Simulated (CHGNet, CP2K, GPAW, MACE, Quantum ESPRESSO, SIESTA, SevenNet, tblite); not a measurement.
# TiO2(110) slab (48 atoms) in CP2K, part 2 of 3

How do the settings of CP2K change the result for TiO2(110) slab (48 atoms)? A plane-wave run serves as the yardstick.

Program: CP2K 2026.2; the method stands at each step. Banners, paths, timers and routine set-up lines are dropped from the logs unmarked, and long logs keep their key lines alone; longer cuts are marked.

So far. Step 2 (PBE, DZVP-MOLOPT-SR, 800/50 Ry, diagonalisation): Forces lie 1.8 % from the reference's, at 1.1 times its CPU time. Step 3 (PBE, SZV-MOLOPT-SR, 800/50 Ry, diagonalisation): Against the first run (1.8 %), the force difference from the reference is 22 %, at 0.52 times the CPU time (on 2 against 4 cores), with 288 basis functions against 832: the smaller basis costs accuracy.

### 4. PBE, TZVP-MOLOPT (SR for Ti), 800/50 Ry, diagonalisation

Method: Kohn-Sham DFT, PBE, GTH-PBE pseudopotentials, Gaussian and plane waves, TZVP-MOLOPT-GTH, diagonalisation.

input.inp reads:

```
&GLOBAL
  PROJECT cell
  RUN_TYPE ENERGY_FORCE
  PRINT_LEVEL LOW
&END GLOBAL
&FORCE_EVAL
  METHOD QS
  &DFT
    BASIS_SET_FILE_NAME BASIS_MOLOPT
    BASIS_SET_FILE_NAME BASIS_MOLOPT_UCL
    POTENTIAL_FILE_NAME GTH_POTENTIALS
    &MGRID
      CUTOFF 800
      REL_CUTOFF 50
      NGRIDS 5
    &END MGRID
    &QS
      EPS_DEFAULT 1.0E-12
    &END QS
    &SCF
      SCF_GUESS ATOMIC
      EPS_SCF 5.0E-06
      MAX_SCF 200
      ADDED_MOS 14
      &DIAGONALIZATION
        ALGORITHM STANDARD
      &END DIAGONALIZATION
      &SMEAR ON
        METHOD FERMI_DIRAC
        ELECTRONIC_TEMPERATURE [K] 580
      &END SMEAR
      &MIXING
        METHOD BROYDEN_MIXING
        ALPHA 0.2
        NBROYDEN 12
        BETA 0.05
      &END MIXING
      &PRINT
        &RESTART OFF
        &END RESTART
      &END PRINT
    &END SCF
    &XC
      &XC_FUNCTIONAL PBE
      &END XC_FUNCTIONAL
    &END XC
    &PRINT
      &MULLIKEN ON
      &END MULLIKEN
      &HIRSHFELD ON
        SHAPE_FUNCTION DENSITY
      &END HIRSHFELD
      &MO ON
        EIGENVALUES T
        OCCUPATION_NUMBERS T
        MO_INDEX_RANGE 181 204
        &EACH
          QS_SCF 0
        &END EACH
        ADD_LAST NUMERIC
      &END MO
    &END PRINT
  &END DFT
  &SUBSYS
    &CELL
      A 5.91800 0.00000 0.00000
      B 0.00000 6.49690 0.00000
      C 0.00000 0.00000 24.27914
    &END CELL
    &COORD
      Ti 0.01047 0.00162 7.24587
      Ti 1.42056 3.14976 7.30972
      O 0.00089 3.24020 5.96538
      O 0.00746 3.20856 8.53800
      O 1.53158 5.10390 7.23494
      O 1.46684 1.19959 7.27792
      Ti 5.91628 3.20265 10.41502
      Ti 1.57993 0.00273 10.52476
      O 0.03042 0.04476 9.15057
      O 0.03314 6.42693 11.76251
      O 1.44281 1.90073 10.50461
      O 1.49501 4.56920 10.51238
      Ti 0.08179 6.43310 13.80172
      Ti 1.52329 3.25274 13.86533
      O 5.90522 3.22545 12.61301
      O 5.90445 3.12501 15.02976
      O 1.45092 5.32375 13.68834
      O 1.48275 1.28021 13.85416
      Ti 5.78200 3.33317 16.89634
      Ti 1.43796 6.43901 16.88493
[... 24 atom lines left out ...]
      O 2.96823 6.48975 15.60785
      O 2.95805 0.04554 18.29652
      O 4.41761 1.98636 17.02356
      O 4.46436 4.52775 17.07673
    &END COORD
    &KIND Ti
      BASIS_SET TZVP-MOLOPT-SR-GTH-q12
      POTENTIAL GTH-PBE-q12
    &END KIND
    &KIND O
      BASIS_SET TZVP-MOLOPT-GTH-q6
      POTENTIAL GTH-PBE-q6
    &END KIND
  &END SUBSYS
  &PRINT
    &FORCES ON
    &END FORCES
  &END PRINT
&END FORCE_EVAL
```

Run with:

```
> OMP_NUM_THREADS=1 mpirun -np 4 cp2k.psmp -i input.inp > output.txt
```

Numbers of over 12 decimals in the logs are rounded to 6 here.

What it wrote:

```text
CP2K| version string:                                       CP2K version 2026.2
 CP2K| Input file name                                                 input.inp
 GLOBAL| Basis set file name                                        BASIS_MOLOPT
 GLOBAL| Potential file name                                      GTH_POTENTIALS
 GLOBAL| Run type                                                   ENERGY_FORCE
 GLOBAL| Total number of message passing processes                             4
 GLOBAL| Number of threads for this process                                    1
 TOTAL NUMBERS AND MAXIMUM NUMBERS
  Total number of            - Atomic kinds:                                   2
                             - Atoms:                                         48
[... lines left out ...]
                        Smear method:                                FERMI_DIRAC
[... lines left out ...]
 Number of electrons:                                                        384
[... lines left out ...]
  Step     Update method      Time    Convergence         Total energy    Change
[... lines left out ...]
  *** SCF run converged in    30 steps ***
[... lines left out ...]
  Fermi energy:                                                 0.057121
  Total energy:                                             -1446.783610
  Total energy (extrapolated to T->0):                      -1446.782846
[... lines left out ...]
 MO| E(Fermi):            0.057121 a.u.          1.554338 eV
[... lines left out ...]
       2     Ti       1         11.551550                              0.448450
       3     O        2          6.347748                             -0.347748
[...]
47     O        2          6.295839                             -0.295839
      48     O        2          6.247893                             -0.247893
 # Total charge                            384.000000                 -0.000000
 !-----------------------------------------------------------------------------!
 !-----------------------------------------------------------------------------!
                           Hirshfeld Charges
  #Atom  Element  Kind  Ref Charge     Population                    Net charge
      1       Ti     1      12.000         11.302                         0.698
      2       Ti     1      12.000         11.497                         0.503
      3       O      2       6.000          6.331                        -0.331
[...]
47       O      2       6.000          6.283                        -0.283
     48       O      2       6.000          6.290                        -0.290
  Total Charge                                                           -0.000
 !-----------------------------------------------------------------------------!
 ENERGY| Total FORCE_EVAL ( QS ) energy [hartree]          -1446.783659
 FORCES| Atomic forces [hartree/bohr]
 FORCES|   Atom     x               y               z               |f|
 FORCES|      1  2.37999993E-02 -2.25630462E-02  5.55369764E-02   6.44971842E-02
 FORCES|      2  4.56252453E-02  1.10338738E-02 -1.16796063E-01   1.25875850E-01
 FORCES|      3 -2.26111290E-02 -1.94059239E-03  4.98695158E-02   5.47904888E-02
[...]
FORCES|     47  1.49530435E-03  4.80334380E-02  3.21838861E-03   4.81643554E-02
 FORCES|     48 -8.82420540E-03 -9.24806991E-03  1.17111362E-03   1.28360783E-02
 FORCES| Sum     2.07881929E-04  2.94554382E-04  1.12868228E-03
 FORCES| Total atomic force                                       1.18486323E-03
```

Run time: 4.1 min. Hardware: 4 MPI ranks of Arm Neoverse V1, shared host; peak memory 5.8 GiB.

Compared with the plane-wave run:

```
r.m.s. force component                  : 1.834 eV/Å
r.m.s. difference of force components   : 29.32 meV/Å
longest difference of force vectors     : 126.2 meV/Å
force difference over r.m.s. force      : 1.609 %
slope of forces against the reference's : 1.006
correlation of force components         : 0.9999
```

Against the first run (1.8 %), the force difference from the reference is 1.6 %, at 1.5 times the CPU time, with 1104 basis functions against 832.

### 5. PBE+D3(BJ), DZVP-MOLOPT-SR, 800/50 Ry, diagonalisation

Method: Kohn-Sham DFT, PBE+D3(BJ), GTH-PBE pseudopotentials, Gaussian and plane waves, DZVP-MOLOPT-SR-GTH, diagonalisation.

Changes to input.inp since step 4:

```diff
@@ -9,3 +9,2 @@
     BASIS_SET_FILE_NAME BASIS_MOLOPT
-    BASIS_SET_FILE_NAME BASIS_MOLOPT_UCL
     POTENTIAL_FILE_NAME GTH_POTENTIALS
@@ -45,2 +44,10 @@
       &END XC_FUNCTIONAL
+      &VDW_POTENTIAL
+        POTENTIAL_TYPE PAIR_POTENTIAL
+        &PAIR_POTENTIAL
+          TYPE DFTD3(BJ)
+          PARAMETER_FILE_NAME dftd3.dat
+          REFERENCE_FUNCTIONAL PBE
+        &END PAIR_POTENTIAL
+      &END VDW_POTENTIAL
     &END XC
@@ -70,2 +77,3 @@
     &COORD
+      SCALED
 [... 48 atom lines left out: the same atoms as in the first run ...]
@@ -73,3 +81,3 @@
     &KIND Ti
-      BASIS_SET TZVP-MOLOPT-SR-GTH-q12
+      BASIS_SET DZVP-MOLOPT-SR-GTH-q12
       POTENTIAL GTH-PBE-q12
@@ -77,3 +85,3 @@
     &KIND O
-      BASIS_SET TZVP-MOLOPT-GTH-q6
+      BASIS_SET DZVP-MOLOPT-SR-GTH-q6
       POTENTIAL GTH-PBE-q6
```

What it wrote:

```text
CP2K| version string:                                       CP2K version 2026.2
 CP2K| Input file name                                                 input.inp
 GLOBAL| Basis set file name                                        BASIS_MOLOPT
 GLOBAL| Potential file name                                      GTH_POTENTIALS
 GLOBAL| Run type                                                   ENERGY_FORCE
 GLOBAL| Total number of message passing processes                             4
 GLOBAL| Number of threads for this process                                    1
 TOTAL NUMBERS AND MAXIMUM NUMBERS
  Total number of            - Atomic kinds:                                   2
                             - Atoms:                                         48
[... lines left out ...]
                        Smear method:                                FERMI_DIRAC
[... lines left out ...]
 Number of electrons:                                                        384
[... lines left out ...]
  Step     Update method      Time    Convergence         Total energy    Change
[... lines left out ...]
  *** SCF run converged in    41 steps ***
[... lines left out ...]
  Fermi energy:                                                 0.057081
  Total energy:                                             -1447.043215
  Total energy (extrapolated to T->0):                      -1447.042376
[... lines left out ...]
 MO| E(Fermi):            0.057081 a.u.          1.553256 eV
[... lines left out ...]
       2     Ti       1         11.023528                              0.976472
       3     O        2          6.488493                             -0.488493
[...]
47     O        2          6.599547                             -0.599547
      48     O        2          6.581700                             -0.581700
 # Total charge                            384.000000                 -0.000000
 !-----------------------------------------------------------------------------!
 !-----------------------------------------------------------------------------!
                           Hirshfeld Charges
  #Atom  Element  Kind  Ref Charge     Population                    Net charge
      1       Ti     1      12.000         11.306                         0.694
      2       Ti     1      12.000         11.498                         0.502
      3       O      2       6.000          6.332                        -0.332
[...]
47       O      2       6.000          6.281                        -0.281
     48       O      2       6.000          6.288                        -0.288
  Total Charge                                                           -0.000
 !-----------------------------------------------------------------------------!
 ENERGY| Total FORCE_EVAL ( QS ) energy [hartree]          -1447.043284
 FORCES| Atomic forces [hartree/bohr]
 FORCES|   Atom     x               y               z               |f|
 FORCES|      1  2.41136936E-02 -2.31867590E-02  6.00442208E-02   6.87343034E-02
 FORCES|      2  4.60926504E-02  1.09354252E-02 -1.15409726E-01   1.24753841E-01
 FORCES|      3 -2.28756414E-02 -1.78811128E-03  5.15106447E-02   5.63900596E-02
[...]
FORCES|     47  1.38791957E-03  4.78970567E-02  2.72340942E-03   4.79944926E-02
 FORCES|     48 -8.26086776E-03 -8.74196077E-03  7.10787760E-04   1.20486113E-02
 FORCES| Sum     1.79882548E-04  2.40036861E-04  1.03808124E-03
 FORCES| Total atomic force                                       1.08054990E-03
```

Wall time 2.7 min (4 MPI ranks); peak memory 5.7 GiB.

Compared with the plane-wave run:

- r.m.s. force component: 1.84 eV/Å
- r.m.s. difference of force components: 44.61 meV/Å
- longest difference of force vectors: 207.8 meV/Å
- force difference over r.m.s. force: 2.448 %
- slope of forces against the reference's: 1.009
- correlation of force components: 0.9998

Against the first run (1.8 %), the force difference from the reference is 2.4 %, at 1.0 times the CPU time; the model has changed, so this is no error of the program alone.

### 6. PBE, DZVP-MOLOPT-SR, 400/50 Ry, diagonalisation

Method: Kohn-Sham DFT, PBE, GTH-PBE pseudopotentials, Gaussian and plane waves, DZVP-MOLOPT-SR-GTH, diagonalisation.

Changes to input.inp since step 5:

```diff
@@ -11,5 +11,4 @@
     &MGRID
-      CUTOFF 800
+      CUTOFF 400
       REL_CUTOFF 50
-      NGRIDS 5
     &END MGRID
@@ -44,10 +43,2 @@
       &END XC_FUNCTIONAL
-      &VDW_POTENTIAL
-        POTENTIAL_TYPE PAIR_POTENTIAL
-        &PAIR_POTENTIAL
-          TYPE DFTD3(BJ)
-          PARAMETER_FILE_NAME dftd3.dat
-          REFERENCE_FUNCTIONAL PBE
-        &END PAIR_POTENTIAL
-      &END VDW_POTENTIAL
     &END XC
@@ -76,6 +67,6 @@
     &END CELL
-    &COORD
-      SCALED
-[... 48 atom lines left out: the same atoms as in the first run ...]
-    &END COORD
+    &TOPOLOGY
+      COORD_FILE_NAME structure.xyz
+      COORD_FILE_FORMAT XYZ
+    &END TOPOLOGY
     &KIND Ti
```

structure.xyz reads:

```xyz
48

[... 48 atom lines left out: the same atoms as in the first run ...]
```

Run with:

```
> OMP_NUM_THREADS=2 cp2k.psmp -i input.inp > output.txt
```

What it wrote:

```text
CP2K| version string:                                       CP2K version 2026.2
 CP2K| Input file name                                                 input.inp
 GLOBAL| Basis set file name                                        BASIS_MOLOPT
 GLOBAL| Potential file name                                      GTH_POTENTIALS
 GLOBAL| Run type                                                   ENERGY_FORCE
 GLOBAL| Total number of message passing processes                             1
 GLOBAL| Number of threads for this process                                    2
[... lines left out ...]
                        Smear method:                                FERMI_DIRAC
[... lines left out ...]
 Number of electrons:                                                        384
[... lines left out ...]
  Step     Update method      Time    Convergence         Total energy    Change
[... lines left out ...]
  *** SCF run converged in    42 steps ***
[... lines left out ...]
  Fermi energy:                                                 0.057093
  Total energy:                                             -1446.675950
  Total energy (extrapolated to T->0):                      -1446.675109
[... lines left out ...]
 MO| E(Fermi):            0.057093 a.u.          1.553577 eV
[... lines left out ...]
                           Hirshfeld Charges
  #Atom  Element  Kind  Ref Charge     Population                    Net charge
      1       Ti     1      12.000         11.306                         0.694
      2       Ti     1      12.000         11.498                         0.502
      3       O      2       6.000          6.332                        -0.332
[...]
47       O      2       6.000          6.281                        -0.281
     48       O      2       6.000          6.288                        -0.288
  Total Charge                                                           -0.000
 !-----------------------------------------------------------------------------!
 ENERGY| Total FORCE_EVAL ( QS ) energy [hartree]          -1446.675961
 FORCES| Atomic forces [hartree/bohr]
 FORCES|   Atom     x               y               z               |f|
 FORCES|      1  2.36491280E-02 -2.32101277E-02  5.78428262E-02   6.66617118E-02
 FORCES|      2  4.54346060E-02  1.16121082E-02 -1.18599130E-01   1.27533910E-01
 FORCES|      3 -2.30348344E-02 -1.38157460E-04  5.39294126E-02   5.86430236E-02
[...]
FORCES|     47  3.06345001E-03  4.72698604E-02  1.72165095E-03   4.74003008E-02
 FORCES|     48 -1.09553357E-02 -6.07892957E-03  1.35114094E-03   1.26015216E-02
 FORCES| Sum    -1.21216380E-03  7.46754331E-03  9.66003814E-03
 FORCES| Total atomic force                                       1.22698770E-02
```

Run time: 4.2 min. Hardware: 2 threads; peak memory 1.6 GiB.

Numbers from this run, and their distance from the reference:

| Item | Value |
| --- | --- |
| r.m.s. force component | 1.852 eV/Å |
| r.m.s. difference of force components | 89.71 meV/Å |
| longest difference of force vectors | 259.7 meV/Å |
| force difference over r.m.s. force | 4.922 % |
| slope of forces against the reference's | 1.015 |
| correlation of force components | 0.9989 |
| energy less the same-level run's | -0.46 meV/atom |
| r.m.s. force difference from the same-level run | 82.53 meV/Å |

This is a coarse setting, run to see what it loses.

Against the first run (1.8 %), the force difference from the reference is 4.9 %, at 0.71 times the CPU time (on 2 against 4 cores): the grid matters here.

The forces add up to 0.63 eV/Å instead of zero, usually a sign of too coarse a grid.

### 7. PBE, DZVP-MOLOPT-SR, 280/50 Ry, diagonalisation

Method: Kohn-Sham DFT, PBE, GTH-PBE pseudopotentials, Gaussian and plane waves, DZVP-MOLOPT-SR-GTH, diagonalisation.

Changes to input.inp since step 6:

```diff
@@ -11,3 +11,3 @@
     &MGRID
-      CUTOFF 400
+      CUTOFF 280
       REL_CUTOFF 50
@@ -67,6 +67,5 @@
     &END CELL
-    &TOPOLOGY
-      COORD_FILE_NAME structure.xyz
-      COORD_FILE_FORMAT XYZ
-    &END TOPOLOGY
+    &COORD
+[... 48 atom lines left out: the same atoms as in the first run ...]
+    &END COORD
     &KIND Ti
```

What it wrote:

```text
CP2K| version string:                                       CP2K version 2026.2
 CP2K| Input file name                                                 input.inp
 GLOBAL| Basis set file name                                        BASIS_MOLOPT
 GLOBAL| Potential file name                                      GTH_POTENTIALS
[... lines left out ...]
                        Smear method:                                FERMI_DIRAC
[... lines left out ...]
 Number of electrons:                                                        384
[... lines left out ...]
  Step     Update method      Time    Convergence         Total energy    Change
[... lines left out ...]
  *** SCF run converged in    42 steps ***
[... lines left out ...]
  Fermi energy:                                                 0.057068
  Total energy:                                             -1446.679624
  Total energy (extrapolated to T->0):                      -1446.678783
[... lines left out ...]
 MO| E(Fermi):            0.057068 a.u.          1.552891 eV
[... lines left out ...]
     48       O      2       6.000          6.288                        -0.288
  Total Charge                                                            0.000
 !-----------------------------------------------------------------------------!
 ENERGY| Total FORCE_EVAL ( QS ) energy [hartree]          -1446.679631
 FORCES| Atomic forces [hartree/bohr]
 FORCES|   Atom     x               y               z               |f|
 FORCES|      1  2.51500210E-02 -2.31515791E-02  5.85315180E-02   6.77824297E-02
 FORCES|      2  4.71264433E-02  1.08186050E-02 -1.17655250E-01   1.27203388E-01
 FORCES|      3 -2.29832580E-02  1.51780116E-03  5.42238388E-02   5.89131442E-02
[...]
FORCES|     47  8.93531106E-04  4.78364687E-02  3.94892400E-03   4.80075008E-02
 FORCES|     48 -1.10635877E-02 -1.20225227E-02  5.54143195E-04   1.63478163E-02
 FORCES| Sum    -1.05510917E-02  2.11167337E-02  7.72418278E-04
 FORCES| Total atomic force                                       2.36186072E-02
```

It took 3.8 min on 2 threads; peak memory 1.2 GiB; 7.2 min of CPU time.

Against the reference:

```yaml
r_m_s_force_component: 1.85 eV/Å
r_m_s_difference_of_force_components: 100 meV/Å
longest_difference_of_force_vectors: 332.2 meV/Å
force_difference_over_r_m_s_force: 5.488 %
slope_of_forces_against_the_reference_s: 1.014
correlation_of_force_components: 0.9986
energy_less_the_same_level_run_s: -2.54 meV/atom
r_m_s_force_difference_from_the_same_level_run: 94.73 meV/Å
```

This is a coarse setting, run to see what it loses.

Against the first run (1.8 %), the force difference from the reference is 5.5 %, at 0.67 times the CPU time (on 2 against 4 cores): the grid matters here.

The forces add up to 1.2 eV/Å instead of zero, usually a sign of too coarse a grid.

(Part 2 of 3 ends here.)

[Also dropped from logs without a mark: logging warnings of Python, and SIESTA's first energy breakdown and zero terms.]

[Logs are printed without paths, hosts, clocks, repeated set-up lines and the standing remarks that a program may print on its own settings, such as how far it seeks lower states.]

[Hosts, paths, dates, database ids (printed as entryN), source tags and the programs' standing remarks are cut or masked in the printed files.]
